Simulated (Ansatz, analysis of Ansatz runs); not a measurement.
# Moving an added electron between Fe sites in NbFeO4 (C2/m)

Question: does an added electron stay on the Fe atom where it is started in NbFeO4 (C2/m), and if so, how high is the barrier for a hop to another Fe site nearby? Model: a cell of 48 host atoms.

Main program and level: Ansatz 0.2.0; plane-wave PAW DFT, PBEsol+U; relaxation of all atoms of a supercell at fixed charge in a uniform background.

**1. The starting structure**

The cell holds 48 atoms: 8 Nb, 8 Fe and 32 O. Cell: a = 7.696 Å, b = 12.349 Å, c = 13.141 Å, α = 35.0°, β = 95.8°, γ = 78.1°. It derives from NbFeO4 (space group C2/m). Nearest the centre at fractional (0.555, 0.752, 0.445): O19 at 0.60 Å, Fe16 at 1.92 Å, Fe13 at 1.92 Å, Fe11 at 2.52 Å, Nb2 at 2.58 Å, O48 at 2.71 Å, O45 at 2.71 Å, O37 at 2.74 Å.

Hubbard terms: Fe d 4.0 eV. They were chosen, not fitted, to curb self-interaction in the shells named, the trial site's among them. The two sites are Fe16 and Fe13. The cell's shortest repeat is 7.7 Å. The host's moments were started antiferromagnetic in the unit cell, high spin; both sites carry the same spin direction.

**2. The cell without the carrier**

The neutral cell is relaxed first, from small random displacements, so that bond lengths and moments with the carrier can be set beside those of a relaxed cell without it.

Input file neutral.relax/input.yaml:

```yaml
crystal:
  lattice:
    - [-2.00015703, 3.83661972, 6.36485907]
    - [10.56814322, 0.0, 6.38823069]
    - [12.56830025, 3.83661972, 0.02337162]
  atoms:
    - { symbol: Nb, position: [0.439325, 0.835654, 0.060675] }
    - { symbol: Nb, position: [0.439325, 0.835654, 0.560675] }
    - { symbol: Nb, position: [0.939325, 0.335654, 0.060675] }
    - { symbol: Nb, position: [0.939325, 0.335654, 0.560675] }
    - { symbol: Nb, position: [0.060675, 0.664346, 0.439325] }
    - { symbol: Nb, position: [0.060675, 0.664346, 0.939325] }
    - { symbol: Nb, position: [0.560675, 0.164346, 0.439325] }
    - { symbol: Nb, position: [0.560675, 0.164346, 0.939325] }
    - { symbol: Fe, position: [0.194596, 0.49795, 0.305404], spin: 5.0 }
    - { symbol: Fe, position: [0.194596, 0.49795, 0.805404], spin: 5.0 }
    - { symbol: Fe, position: [0.694596, 0.99795, 0.305404], spin: 5.0 }
    - { symbol: Fe, position: [0.694596, 0.99795, 0.805404], spin: 5.0 }
    - { symbol: Fe, position: [0.305404, 0.00205, 0.194596], spin: -5.0 }
    - { symbol: Fe, position: [0.305404, 0.00205, 0.694596], spin: -5.0 }
    - { symbol: Fe, position: [0.805404, 0.50205, 0.194596], spin: -5.0 }
    - { symbol: Fe, position: [0.805404, 0.50205, 0.694596], spin: -5.0 }
    - { symbol: O, position: [0.055351, 0.300313, 0.444649] }
    - { symbol: O, position: [0.055351, 0.300313, 0.944649] }
    - { symbol: O, position: [0.555351, 0.800313, 0.444649] }
    - { symbol: O, position: [0.555351, 0.800313, 0.944649] }
    - { symbol: O, position: [0.444649, 0.199687, 0.055351] }
    - { symbol: O, position: [0.444649, 0.199687, 0.555351] }
    - { symbol: O, position: [0.944649, 0.699687, 0.055351] }
    - { symbol: O, position: [0.944649, 0.699687, 0.555351] }
    - { symbol: O, position: [0.283189, 0.417625, 0.216811] }
    - { symbol: O, position: [0.283189, 0.417625, 0.716811] }
    - { symbol: O, position: [0.783189, 0.917625, 0.216811] }
    - { symbol: O, position: [0.783189, 0.917625, 0.716811] }
    - { symbol: O, position: [0.216811, 0.082375, 0.283189] }
    - { symbol: O, position: [0.216811, 0.082375, 0.783189] }
    - { symbol: O, position: [0.716811, 0.582375, 0.283189] }
    - { symbol: O, position: [0.716811, 0.582375, 0.783189] }
    - { symbol: O, position: [0.093713, 0.540102, 0.406287] }
    - { symbol: O, position: [0.093713, 0.540102, 0.906287] }
    - { symbol: O, position: [0.593713, 0.040102, 0.406287] }
    - { symbol: O, position: [0.593713, 0.040102, 0.906287] }
    - { symbol: O, position: [0.406287, 0.959898, 0.093713] }
    - { symbol: O, position: [0.406287, 0.959898, 0.593713] }
    - { symbol: O, position: [0.906287, 0.459898, 0.093713] }
    - { symbol: O, position: [0.906287, 0.459898, 0.593713] }
    - { symbol: O, position: [0.314504, 0.677662, 0.185496] }
    - { symbol: O, position: [0.314504, 0.677662, 0.685496] }
    - { symbol: O, position: [0.814504, 0.177662, 0.185496] }
    - { symbol: O, position: [0.814504, 0.177662, 0.685496] }
    - { symbol: O, position: [0.185496, 0.822338, 0.314504] }
    - { symbol: O, position: [0.185496, 0.822338, 0.814504] }
    - { symbol: O, position: [0.685496, 0.322338, 0.314504] }
    - { symbol: O, position: [0.685496, 0.322338, 0.814504] }
basis:
  ecutwfc: 420
  xc_grid: 2
hamiltonian:
  xc: pbesol
  hubbard: { sites: [{ species: Fe, l: d, u_eff: 4.0 }] }
kpoints:
  mp_grid: { grid: [1, 1, 1] }
magnetization:
  spin_polarized: true
  initial_magnetization: 0
  spin_locking: { lock_magnetization: hard }
scf:
  occupations: { method: fermi_dirac, width: 0.01 }
  max_iter: 120
  lower_state_search: "off"
output:
  forces: true
relax:
  f_tol: 0.02
  max_steps: 70
  random_displacement: { amplitude: 0.04, seed: 7417 }
checkpoint:
  write: "../neutral.relax.run"
  compress: false
  write_wavefunctions: true
  write_every: 100000
```

Command:

```sh
> ansatz run input.yaml --threads 8 --pin off --max-ram 17899MiB --backend cpu --events-out ev --progress --plain --runs-dir out
```

Numbers of over 12 decimals in the logs are rounded to 6 here.

Log:

```text
[... repeated set-up lines and file paths are left out, and long positions are rounded to six places ...]
Nb: projections on atomic orbitals take those of the free atom [Ar 3d10] 4s2 4p6 4d4 5s1, of charge +0.00 (hamiltonian.pseudopotentials.projection_atoms); the dataset's partial waves leave at most 4.9e-6 of an orbital's norm unspanned inside its sphere
Fe: projections on atomic orbitals take those of the free atom [Ne] 3s2 3p6 3d6 4s2, of charge +0.00 (hamiltonian.pseudopotentials.projection_atoms); the dataset's partial waves leave at most 1.1e-6 of an orbital's norm unspanned inside its sphere
O: projections on atomic orbitals take those of the free atom [He] 2s2 2p4, of charge +0.00 (hamiltonian.pseudopotentials.projection_atoms); the dataset's partial waves leave at most 1.9e-8 of an orbital's norm unspanned inside its sphere
Engine: ansatz 0.2.0, aarch64-unknown-linux-gnu
Pseudopotentials: kind: paw
Pseudopotential: Nb, paw, valence charge 13, recommended cutoff 420 eV (normal), Nb.paw.azcp
Pseudopotential: Fe, paw, valence charge 16, recommended cutoff 420 eV (normal), Fe.paw.azcp
Pseudopotential: O, paw, valence charge 6, recommended cutoff 420 eV (normal), O.paw.azcp
Functional definition: PBEsol
  exchange = pbesol_x
  correlation = pbesol_c
Crystal: 48 atoms, lattice volume = 614.183 Å³
Basis set: ecut = 420 eV, 11987 PW (Γ), exchange–correlation on 108×180×180 points (8 copies of the dense FFT grid, shifted against one another)
Bands: 260, of which v1, the nominal top of the filled ones, is band 212 counted from 1 (211 counted from 0)
Symmetry: 1 space group operations
k-points: 1
[...]
[... 12 atoms left out ...]
  atom  32  O      0.00435203    -0.00103056    -0.00249962
  [... 4 atoms left out ...]
  atom  37  O      0.00143587     0.00010336    -0.00083359
  [... 2 atoms left out ...]
  atom  40  O      0.00158988    -0.00042679     0.00070833
  [... 4 atoms left out ...]
  atom  45  O     -0.00532107    -0.00081429     0.00182694
  [... 2 atoms left out ...]
  atom  48  O     -0.00701072     0.00082827     0.00148658
  max |Σ_I F_I| component: 4.43e-5 eV/Å
--- Band table (eV) ---
  k-point 0 ↑: bands = ["-83.3209", "-83.3208", "-83.3203", "-83.3201", [... 252 left out ...] "12.7566", "13.8664", "13.9231", "14.0213"]
  k-point 0 ↓: bands = ["-83.3209", "-83.3207", "-83.3204", "-83.3201", [... 252 left out ...] "12.7565", "13.8664", "13.9231", "14.0213"]
Occupation matrices written to <dir>
--- Relaxed structure (4 steps of the walk, 4 accepted, 0 SCFs on fresh bases) ---
  F+E_penalty+E_count = -89508.01563519 eV   max|allowed force component| = 9.328e-3 eV/Å
  atoms:
    - { symbol: Nb, position: [0.437409, 0.836364, 0.061787] }
    - { symbol: Nb, position: [0.437430, 0.836296, 0.561863] }
[...]
- { symbol: Fe, position: [0.693574, 0.996890, 0.305774] }
    [... 1 atom left out ...]
    - { symbol: Fe, position: [0.305421, 0.003762, 0.193886] }
[...]
- { symbol: Fe, position: [0.805418, 0.503739, 0.693893] }
[...]
- { symbol: O, position: [0.554793, 0.800151, 0.444527] }
[...]
- { symbol: O, position: [0.716474, 0.583574, 0.782836] }
    [... 4 atoms left out ...]
    - { symbol: O, position: [0.405773, 0.961385, 0.093458] }
    [... 2 atoms left out ...]
    - { symbol: O, position: [0.905804, 0.461322, 0.593512] }
    [... 4 atoms left out ...]
    - { symbol: O, position: [0.185408, 0.822863, 0.313928] }
    [... 2 atoms left out ...]
    - { symbol: O, position: [0.685346, 0.322920, 0.813915] }
[key lines of the parts left out:]
SCF converged after 9 iterations
Magnetization: 0.0000 μB (212.0000 up, 212.0000 down)
Free energy (F): -89508.015635 eV
Fermi energy:    8.449291 (↑ 8.449342, ↓ 8.449240) eV
```

Run time: 25 s. Hardware: 8 threads of Arm Neoverse V1, shared host; peak memory 1.5 GiB; 2.9 min of CPU time.

The largest displacement from an ideal site is 0.024 Å.

**3. The electron on the first site**

The nearest neighbour or neighbours of the site start displaced and the site's starting moment is changed by the carrier's spin, since a carrier doesn't trap itself in the undistorted lattice.

Input file A.relax/input.yaml:

```yaml
crystal:
  lattice:
    - [-2.00015703, 3.83661972, 6.36485907]
    - [10.56814322, 0.0, 6.38823069]
    - [12.56830025, 3.83661972, 0.02337162]
  atoms:
    - { symbol: Nb, position: [0.437409, 0.836364, 0.061787] }
    - { symbol: Nb, position: [0.43743, 0.836296, 0.561863] }
    - { symbol: Nb, position: [0.937421, 0.336282, 0.061866] }
    - { symbol: Nb, position: [0.937409, 0.336368, 0.56178] }
    - { symbol: Nb, position: [0.061542, 0.664401, 0.437746] }
    - { symbol: Nb, position: [0.061476, 0.664411, 0.937725] }
    - { symbol: Nb, position: [0.561479, 0.164424, 0.437726] }
    - { symbol: Nb, position: [0.561526, 0.164412, 0.937748] }
    - { symbol: Fe, position: [0.193508, 0.496996, 0.305652], spin: 5.0 }
    - { symbol: Fe, position: [0.193574, 0.496935, 0.805729], spin: 5.0 }
    - { symbol: Fe, position: [0.693574, 0.99689, 0.305774], spin: 5.0 }
    - { symbol: Fe, position: [0.693508, 0.997014, 0.805645], spin: 5.0 }
    - { symbol: Fe, position: [0.305421, 0.003762, 0.193886], spin: -5.0 }
    - { symbol: Fe, position: [0.30534, 0.003798, 0.693845], spin: -5.0 }
    - { symbol: Fe, position: [0.805335, 0.503823, 0.193814], spin: -5.0 }
    - { symbol: Fe, position: [0.805418, 0.503739, 0.693893], spin: -4.0 }
    - { symbol: O, position: [0.054725, 0.300226, 0.444447] }
    - { symbol: O, position: [0.069629, 0.287821, 0.959643] }
    - { symbol: O, position: [0.539665, 0.817783, 0.429681] }
    - { symbol: O, position: [0.554734, 0.800243, 0.944446] }
    - { symbol: O, position: [0.444203, 0.200524, 0.055112] }
    - { symbol: O, position: [0.444144, 0.200586, 0.555027] }
    - { symbol: O, position: [0.944145, 0.700597, 0.055019] }
    - { symbol: O, position: [0.951968, 0.711581, 0.547348] }
    - { symbol: O, position: [0.28235, 0.416985, 0.216826] }
    - { symbol: O, position: [0.282492, 0.417108, 0.716795] }
    - { symbol: O, position: [0.782483, 0.917053, 0.216809] }
    - { symbol: O, position: [0.782401, 0.91705, 0.716785] }
    - { symbol: O, position: [0.216489, 0.083635, 0.282799] }
    - { symbol: O, position: [0.216474, 0.083746, 0.782704] }
    - { symbol: O, position: [0.716483, 0.583777, 0.282683] }
    - { symbol: O, position: [0.711356, 0.587873, 0.787955] }
    - { symbol: O, position: [0.093185, 0.539403, 0.406061] }
    - { symbol: O, position: [0.093149, 0.53935, 0.9061] }
    - { symbol: O, position: [0.593209, 0.039274, 0.40619] }
    - { symbol: O, position: [0.593112, 0.039486, 0.905987] }
    - { symbol: O, position: [0.405773, 0.961385, 0.093458] }
    - { symbol: O, position: [0.405756, 0.961316, 0.593524] }
    - { symbol: O, position: [0.90569, 0.461393, 0.093443] }
    - { symbol: O, position: [0.911899, 0.458559, 0.587417] }
    - { symbol: O, position: [0.313594, 0.677839, 0.185559] }
    - { symbol: O, position: [0.313575, 0.677827, 0.68568] }
    - { symbol: O, position: [0.813624, 0.177748, 0.185753] }
    - { symbol: O, position: [0.81358, 0.177866, 0.685563] }
    - { symbol: O, position: [0.185408, 0.822863, 0.313928] }
    - { symbol: O, position: [0.18532, 0.822906, 0.81395] }
    - { symbol: O, position: [0.685225, 0.323008, 0.313839] }
    - { symbol: O, position: [0.677783, 0.311643, 0.821478] }
total_charge: -1
basis:
  ecutwfc: 420
  xc_grid: 2
hamiltonian:
  xc: pbesol
  hubbard: { sites: [{ species: Fe, l: d, u_eff: 4.0 }] }
kpoints:
  mp_grid: { grid: [1, 1, 1] }
magnetization:
  spin_polarized: true
  initial_magnetization: 1
  spin_locking: { lock_magnetization: hard }
scf:
  occupations: { method: fermi_dirac, width: 0.01 }
  max_iter: 120
  lower_state_search: "off"
output:
  forces: true
relax:
  f_tol: 0.015
  max_steps: 70
  escape_saddle: false
checkpoint:
  write: "../A.relax.run"
  compress: false
  write_wavefunctions: true
  write_every: 100000
```

Log:

```text
[...]
Crystal: 48 atoms, lattice volume = 614.183 Å³
Basis set: ecut = 420 eV, 11987 PW (Γ), exchange–correlation on 108×180×180 points (8 copies of the dense FFT grid, shifted against one another)
Bands: 261, of which v1, the nominal top of the filled ones, is band 213 counted from 1 (212 counted from 0)
Symmetry: 1 space group operations
[...]
k-points: 1
[...]
Starting moments: Σ|m| = 39 μB on 8 of 48 sites
[...]
SCF iter   1: F=—  HF=-89501.139395 eV  |F-HF|=—  |Δ(HF+E_count)|=         —  Δρ=5.24e-2 (↑5.24e-2 ↓4.18e-2)  dr2=4.94e1  dr2_m=2.49e0  M=1.000 μB ∫|m|=36.179 μB  β_m=0.30  ethr=3.10e-3  ⟨swp⟩=5.0  Hψ=1661  notcnv=0  defer=51
[...]
SCF iter  20: F=-89498.593824 eV  HF=-89498.593821 eV  |F-HF|=3.00e-6  |Δ(HF+E_count)|=   9.90e-5  Δρ=2.67e-5 (↑2.67e-5 ↓6.15e-6)  dr2=1.96e-6  dr2_m=9.90e-7  M=1.000 μB ∫|m|=36.977 μB  ethr=7.34e-10  ⟨swp⟩=5.0  Hψ=1789  notcnv=0
SCF 1 converged in 20 iterations: F = -89498.593824 eV  dr2 = 1.96e-6
[...]
relax step   1: F+E_penalty+E_count = -89498.59382365 eV  Δ(F+E_penalty+E_count) = +0.000e0 eV  max|allowed force component| = 4.432e0 eV/Å  Δτ_max = 0.0000 Å  (20 SCF iters, dr2 threshold 5.63e-6 eV, accepted)
[...]
relax step   2: F+E_penalty+E_count = -89499.04110171 eV  Δ(F+E_penalty+E_count) = -4.473e-1 eV  max|allowed force component| = 1.198e0 eV/Å  Δτ_max = 0.0729 Å  (6 SCF iters, dr2 threshold 1.00e-4 eV, accepted)
relax step   3: F+E_penalty+E_count = -89499.09203339 eV  Δ(F+E_penalty+E_count) = -5.093e-2 eV  max|allowed force component| = 1.898e-1 eV/Å  Δτ_max = 0.0291 Å  (6 SCF iters, dr2 threshold 8.97e-5 eV, accepted)
relax step   4: F+E_penalty+E_count = -89499.09876302 eV  Δ(F+E_penalty+E_count) = -6.730e-3 eV  max|allowed force component| = 1.199e-1 eV/Å  Δτ_max = 0.0122 Å  (6 SCF iters, dr2 threshold 2.25e-6 eV, accepted)
relax step   5: F+E_penalty+E_count = -89499.10216214 eV  Δ(F+E_penalty+E_count) = -3.399e-3 eV  max|allowed force component| = 8.037e-2 eV/Å  Δτ_max = 0.0138 Å  (8 SCF iters, dr2 threshold 8.99e-7 eV, accepted)
relax step   6: F+E_penalty+E_count = -89499.10305561 eV  Δ(F+E_penalty+E_count) = -8.935e-4 eV  max|allowed force component| = 1.815e-2 eV/Å  Δτ_max = 0.0063 Å  (6 SCF iters, dr2 threshold 2.58e-6 eV, accepted)
SCF iter   1: F=—  HF=-89499.102400 eV  |F-HF|=—  |Δ(HF+E_count)|=         —  Δρ=1.08e-4 (↑1.08e-4 ↓1.02e-4)  dr2=1.07e-4  dr2_m=1.50e-5  M=1.000 μB ∫|m|=36.979 μB  β_m=0.30  ethr=3.98e-7  ⟨swp⟩=4.0  Hψ=1155  notcnv=0  defer=85
[...]
SCF iter  11: F=-89499.103176 eV  HF=-89499.103176 eV  |F-HF|=2.08e-9  |Δ(HF+E_count)|=   8.43e-8  Δρ=1.57e-6 (↑1.57e-6 ↓1.23e-6)  dr2=5.71e-8  dr2_m=9.82e-10  M=1.000 μB ∫|m|=36.979 μB  ethr=2.35e-11  ⟨swp⟩=2.0  Hψ=1677  notcnv=0
SCF 7 converged in 11 iterations: F = -89499.103176 eV  dr2 = 5.71e-8
relax step   7: F+E_penalty+E_count = -89499.10317616 eV  Δ(F+E_penalty+E_count) = -1.205e-4 eV  max|allowed force component| = 1.197e-2 eV/Å  Δτ_max = 0.0022 Å  (11 SCF iters, accepted)
NSCF: frozen V_eff on 1 k-points
[...]
SCF converged after 11 iterations
[...]
Magnetization: 1.0000 μB (213.0000 up, 212.0000 down)
Absolute magnetization: 37.0011 μB (∫|ρ↑−ρ↓|, with the PAW one-centre terms)
[...]
Per-site moments (μB) at R_I (Å): [(0.00213465, 0.745807), (0.00164727, 0.742488), (0.00164719, 0.742488), [... 45 left out ...]
Free energy (F): -89499.103176 eV
[...]
Internal energy: -89499.103176 eV  (E = F + TS)
E sigma→0 (E₀):  -89499.103176 eV
Fermi energy:    8.900584 (↑ 8.901268, ↓ 8.685422) eV
[...]
--- Forces (eV/Å), atoms counted from 1 ---
  atom   1  Nb    -0.00165199    -0.00003753    -0.00250738
  atom   2  Nb    -0.00601653     0.00006282    -0.00380921
  [... 8 atoms left out ...]
  atom  11  Fe     0.00002546    -0.00403417    -0.00119131
  [... 1 atom left out ...]
  atom  13  Fe    -0.00039386     0.00000569     0.00322844
  [... 2 atoms left out ...]
  atom  16  Fe     0.00316743     0.00002327     0.00471751
  [... 2 atoms left out ...]
  atom  19  O     -0.00246176     0.00126328    -0.00072402
  [... 1 atom left out ...]
  atom  21  O      0.00032827    -0.00001154    -0.00031559
  [... 15 atoms left out ...]
  atom  37  O      0.00085167     0.00001143     0.00163055
  [... 2 atoms left out ...]
  atom  40  O     -0.00160593    -0.00002609    -0.00735357
  [... 4 atoms left out ...]
  atom  45  O     -0.00039502     0.00000348    -0.00512236
  [... 2 atoms left out ...]
  atom  48  O     -0.00033474     0.00001098     0.00379105
  max |Σ_I F_I| component: 2.91e-5 eV/Å
--- Band table (eV) ---
[...]
Occupation matrices written to <dir>
--- Relaxed structure (7 steps of the walk, 7 accepted, 0 SCFs on fresh bases) ---
  F+E_penalty+E_count = -89499.10317616 eV   max|allowed force component| = 1.197e-2 eV/Å
  atoms:
    - { symbol: Nb, position: [0.437259, 0.836468, 0.061981] }
    - { symbol: Nb, position: [0.438749, 0.834273, 0.563619] }
    [... 8 atoms left out ...]
    - { symbol: Fe, position: [0.693722, 0.993328, 0.307881] }
    [... 1 atom left out ...]
    - { symbol: Fe, position: [0.303049, 0.004399, 0.196190] }
    [... 2 atoms left out ...]
    - { symbol: Fe, position: [0.802981, 0.500957, 0.696256] }
    [... 2 atoms left out ...]
    - { symbol: O, position: [0.546755, 0.811384, 0.437246] }
    [... 1 atom left out ...]
    - { symbol: O, position: [0.446826, 0.203267, 0.052414] }
    [... 15 atoms left out ...]
    - { symbol: O, position: [0.402375, 0.957498, 0.096863] }
    [... 2 atoms left out ...]
    - { symbol: O, position: [0.908348, 0.460485, 0.590894] }
    [... 4 atoms left out ...]
    - { symbol: O, position: [0.183789, 0.822221, 0.315450] }
    [... 2 atoms left out ...]
    - { symbol: O, position: [0.682724, 0.315094, 0.816514] }
```

It took 45 s on 8 threads; peak memory 1.5 GiB; 5.4 min of CPU time.

Relaxation path:

| step | energy less that of the first step (eV) | largest force component (eV/Å) |
| --- | --- | --- |
| 1 | 0.0000 | 4.4322 |
| 2 | -0.4473 | 1.1979 |
| 3 | -0.4982 | 0.1898 |
| 4 | -0.5049 | 0.1199 |
| 5 | -0.5083 | 0.0804 |
| 6 | -0.5092 | 0.0181 |
| 7 | -0.5094 | 0.0120 |

The atoms that moved most (Å):

| atom | dx | dy | dz | length |
| --- | --- | --- | --- | --- |
| O32 | -0.059 | 0.000 | 0.103 | 0.119 |
| O29 | 0.081 | 0.000 | 0.027 | 0.085 |
| O40 | 0.071 | 0.000 | -0.010 | 0.072 |
| O48 | -0.036 | 0.000 | 0.053 | 0.064 |
| O18 | 0.013 | -0.057 | 0.004 | 0.058 |
| O19 | 0.013 | 0.056 | 0.004 | 0.058 |
| O37 | 0.009 | 0.000 | -0.046 | 0.047 |
| O36 | -0.011 | 0.001 | -0.043 | 0.045 |

The moves above count from the input, in which the site's nearest neighbours were already displaced; the distances below compare with the cell without the carrier.

Distances from Fe16 without and with the electron:

| atom | without (Å) | with (Å) |
| --- | --- | --- |
| O48 | 1.92 | 1.96 |
| O40 | 1.95 | 2.00 |
| O18 | 2.00 | 2.08 |
| O19 | 2.00 | 2.08 |
| O24 | 2.14 | 2.25 |
| O32 | 2.14 | 2.20 |

The largest changes of the moments are 0.51 μB on Fe16, 0.06 μB on O18 and 0.06 μB on O19. The largest part sits on the chosen site.

[end of part 1 of 2]

[Logs are printed without paths, hosts, clocks, repeated set-up lines and the standing remarks that a program may print on its own settings, such as how far it seeks lower states.]

[Hosts, paths, dates, database ids (printed as entryN), source tags and the programs' standing remarks are cut or masked in the printed files.]
